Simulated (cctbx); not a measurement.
**Accept or mend?**

Cell a = 5.5310 Å, b = 5.5310 Å, c = 15.5050 Å, α = 90.00°, β = 90.00°, γ = 90.00°; space group I4/mmm (no. 139).

The data are simulated with cctbx, not measured: synchrotron X-rays, λ = 0.4959 Å, to d = 0.77 Å, 70 % of the full sphere, strongest reflection 20000 counts, noise from counting, a 6 % proportional error and a noise floor of 15 counts (s.d.); no absorption.

An anisotropic refinement with weights 1/σ² prints:

```text
Rint 0.056, 195 unique reflections to 0.77 A
cycle     R1     wR2    GooF  max shift (A)
   1  0.0857  0.1799   4.023   0.00657
   2  0.0783  0.1549   3.462   0.00014
final R1 0.0783 wR2 0.1549 GooF 3.462  parameters 20  data/parameter 9.8
atom        x        y        z      Ueq    occ   su(xyz)  su(Uiso or U11)
Pr1    0.50000  0.50000  0.00000   0.0134  1.000  0.00000  0.0011
Ba1    0.50000  0.50000  0.25636   0.0128  1.000  0.00019  0.0010
Rh1    0.00000  0.50000  0.12228   0.0124  1.000  0.00017  0.0014
O1     0.00000  0.50000  0.00000   0.0223  1.000  0.00000  0.0161
O2     0.50000  0.00000  0.25000   0.0096  1.000  0.00000  0.0095
O3     0.74502  0.25498  0.11964   0.0208  1.000  0.00188  0.0073
difference map: max 26.69 min -2.51 rms 1.19
Q1    0.0000  0.0000  0.0000    2   26.69  2.72 A from O3
Q2    0.0000  0.0000  0.2450    4   13.47  0.02 A from Ba1
Q3    0.0000  0.0000  0.5000    2   11.09  0.00 A from Pr1
Q4    0.0000  0.5000  0.1234    8    6.50  0.02 A from Rh1
Q5    0.0000  0.0000  0.4181    4    1.66  1.27 A from Pr1
Q6    0.0000  0.0000  0.1134    4    1.51  2.00 A from O3
```

Q: Accept it or mend it, and why?

Mend it. The fault: an atom left out, Na at (0, 0, 0). Against the right model at the same level, R1 goes from 0.0176 to 0.0783 and GooF from 0.95 to 3.46, U of Rh1 shrinks from 0.0180 to 0.0124 Å², U of Pr1 shrinks from 0.0177 to 0.0134 Å² and the top difference peak, 26.7 e/Å³, lies 2.72 Å from O3. Q1 is the missing atom. With scattering power missing, scale and phases suffer, so peaks may also grow on the heavy atoms.

The compound is Ba2NaPrRh4O12. The right model at the same level gives:

```text
Rint 0.056, 195 unique reflections to 0.77 A
cycle     R1     wR2    GooF  max shift (A)
   1  0.0208  0.0478   1.074   0.00196
   2  0.0176  0.0421   0.946   0.00001
final R1 0.0176 wR2 0.0421 GooF 0.946  parameters 22  data/parameter 8.9
atom        x        y        z      Ueq    occ   su(xyz)  su(Uiso or U11)
Pr1    0.50000  0.50000  0.00000   0.0177  1.000  0.00000  0.0003
Ba1    0.50000  0.50000  0.25653   0.0160  1.000  0.00006  0.0003
Rh1    0.00000  0.50000  0.12214   0.0180  1.000  0.00005  0.0004
Na1    0.00000  0.00000  0.00000   0.0254  1.000  0.00000  0.0029
O1     0.00000  0.50000  0.00000   0.0386  1.000  0.00000  0.0067
O2     0.50000  0.00000  0.25000   0.0233  1.000  0.00000  0.0039
O3     0.74403  0.25597  0.11954   0.0306  1.000  0.00058  0.0024
difference map: max 1.30 min -1.12 rms 0.29
Q1    0.0000  0.5000  0.0703    8    1.33  0.80 A from Rh1
Q2    0.0000  0.0000  0.3879    4    1.31  1.74 A from Pr1
Q3    0.0000  0.0000  0.2535    4    0.97  0.16 A from Ba1
Q4    0.0000  0.5000  0.1559    8    0.82  0.52 A from Rh1
Q5    0.0928  0.2111  0.3897   32    0.78  0.87 A from O3
Q6    0.0000  0.0000  0.1762    4    0.74  1.04 A from Ba1
```

The model is made up (kin elements in a known structure type, no relaxation), so it says nothing on whether the phase exists.

[Middle refinement cycles are left out of these outputs.]

[Logs are printed without paths, hosts, clocks, repeated set-up lines and the standing remarks that a program may print on its own settings, such as how far it seeks lower states.]
